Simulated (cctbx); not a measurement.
# Interatomic vectors of Cs2LiCuF6

Space group Fm-3m (no. 225), a = 8.8150 Å, b = 8.8150 Å, c = 8.8150 Å, α = 90.00°, β = 90.00°, γ = 90.00°, content Cs8 Cu4 F24 Li4.

Simulated single-crystal data (cctbx): Mo Kα, λ = 0.71073 Å, to d = 0.75 Å, 50 % of the full sphere, strongest reflection 20000 counts, noise from counting, a 4 % proportional error and a noise floor of 4 counts (s.d.); no absorption.

Patterson synthesis, origin scaled to 1000:

```text
Patterson group F m -3 m
      u       v       w   height  length (A)
  0.000   0.000   0.000   1000.0     0.00
  0.000   0.000   0.500    875.9     4.41
  0.250   0.250   0.250    511.1     3.82
  0.000   0.250   0.250    173.7     3.12
  0.000   0.000   0.259     31.0     2.28
  0.000   0.000   0.119      7.5     1.05
  0.045   0.045   0.097      7.0     1.02
  0.044   0.044   0.403      4.9     3.60
  0.000   0.000   0.380      4.4     3.35
  0.141   0.204   0.296     -2.6     3.40
  0.142   0.203   0.203     -2.7     2.82
  0.125   0.125   0.125     -6.5     1.90
  0.000   0.151   0.349     -6.6     3.35
  0.000   0.151   0.151     -6.6     1.88
```

**Question.** Which atom pairs make the peaks, and where is the heaviest atom?

A peak at u stands for all pairs with xi − xj = u, with weight Σ ZiZj against Σ Z² = 29544 at the origin. Peak heights follow these weights only roughly, since form factors, motion and series ripples differ, all vectors within 0.55 Å of a peak are counted as merged into it though the farther ones add only part of their weight, and F(000) is left out, which lowers the whole map:

| u | v | w | shortest length (Å) | height | 1000 ΣZiZj/ΣZ² | pairs in the cell |
| --- | --- | --- | --- | --- | --- | --- |
| 0.000 | 0.000 | 0.500 | 4.41 | 876 | 908 | 8 × Cs–Cs, 24 × F–F, 8 × Cu–Li |
| 0.250 | 0.250 | 0.250 | 3.82 | 511 | 477 | 8 × Cs–Cu, 8 × Cs–Li |
| 0.000 | 0.250 | 0.250 | 3.12 | 174 | 312 | 16 × Cs–F, 16 × F–F |

The table stops at ten peaks or at a height of 45, below which ripples compete. In the model behind the data Cs, the heaviest element, has 1 independent site: (1/4, 3/4, 3/4), up to an allowed shift of origin; the Cs–Cs vectors are differences of these positions and their symmetry mates. The whole model:

```csv
atom,mult.,x,y,z,Ueq (Å²)
Cs1,8,1/4,3/4,3/4,0.0209
Cu1,4,0,0,0,0.0116
F1,24,0,0,0.7469,0.0287
Li1,4,1/2,0,0,0.0196
```

The model was made for the exercise: a known structure type with other elements put in, its volume estimated, not relaxed; displacement parameters are assumed.

[Logs are printed without paths, hosts, clocks, repeated set-up lines and the standing remarks that a program may print on its own settings, such as how far it seeks lower states.]
